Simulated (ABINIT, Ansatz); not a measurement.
Computed results, one entry a study.

**Sr2SiS4 (P2_1/m): one start, several treatments of the self-energy**

The structure is monoclinic, space group P2_1/m (No. 11). The conventional cell has a = 6.609 Å, b = 6.660 Å, c = 8.262 Å, α = 90.00°, β = 108.22°, γ = 90.00°. Nearest to Sr lie 9 S at 2.96 to 3.80 Å and 4 Si at 3.51 to 3.93 Å. Nearest to Sr lie 8 S at 3.04 to 3.46 Å and 3 Si at 3.71 to 3.89 Å. Nearest to Si lie 4 S at 2.12 to 2.13 Å and 7 Sr at 3.51 to 3.93 Å. Nearest to S lie 1 Si at 2.12 Å and 5 Sr at 3.03 to 3.80 Å. Nearest to S lie 1 Si at 2.13 Å and 4 Sr at 2.96 to 3.46 Å. Nearest to S lie 1 Si at 2.12 Å and 4 Sr at 3.01 to 3.13 Å. Farther neighbours, and contacts between anions beyond the nearest, are not listed.

```yaml
method: RPA screening on LDA, plane waves, norm-conserving pseudopotentials (and 3 further levels or steps)
program: ABINIT 10.8.3
settings: cutoff 28 Ha, PseudoDojo scalar-relativistic 0.4.1 standard, norm-conserving, ngkpt (2, 2, 2), nband 267, ecuteps 4.2 Ha, gwcalctyp 2, nfreqre 16, nfreqim 8, inclvkb 2, freqremax 40 eV, spmeth 1, nomegasf 120, shiftk (0, 0, 0), symchi 1, awtr 1, frequency cd, 2×2×2 k-mesh
notes: The program’s warnings: Min real frequency set to default [Ha] = and nproc spkpt=  >= nkpt= * nsppol=. The cell and positions are those that the Materials Project relaxed with its own functionals (PBE, PBE+U or r2SCAN), kept fixed. Limits: no spin-orbit coupling. The 2×2×2 mesh is coarse for this cell, which bears on the long-range parts of exchange and screening.
g0w0_godby_needs_plasmon_pole: 4.535 eV
g0w0_von_der_linden_horsch_plasmon_pole: 4.569 eV
g0w0_hybertsen_louie_plasmon_pole: 4.611 eV
one_shot_hartree_fock: 10.275 eV
g0w0_contour_deformation: 4.501 eV
known_limits: short of the basis limit; no spin-orbit coupling; coarse k mesh
```

G0W0, von der Linden-Horsch plasmon pole: +0.034 eV against G0W0, Godby-Needs plasmon pole. G0W0, Hybertsen-Louie plasmon pole: +0.076 eV against G0W0, Godby-Needs plasmon pole.

[Long decimals in the printed logs are rounded to 6 places.]

[Logs are printed without paths, hosts, clocks, repeated set-up lines and the standing remarks that a program may print on its own settings, such as how far it seeks lower states.]

[Paths, hosts, dates, memory and timing lines, banners, echoed tables and standing remarks are left out of the program output; an Ansatz launch command may be rebuilt from the run's recorded settings. Measured values are a selection of at most five: reports struck by readers or far from the other reports are left out. None is set beside runs whose start may be inverted or whose files or cutoffs have a known fault.]

[Runs of the session that timed out or met a known fault of the program may be left out.]

[Hosts, paths, dates, database ids (printed as entryN), source tags and the programs' standing remarks are cut or masked in the printed files.]

[G0W0 gaps are taken among the corrected bands and points alone; a level outside them can change the order at an edge.]

[Where Ansatz stands beside ABINIT at settings called matched, ABINIT's density can come from a denser mesh and the files from another edition; pairs whose starting gaps differed by over 0.03 eV were left out, so agreement reads better than it is.]
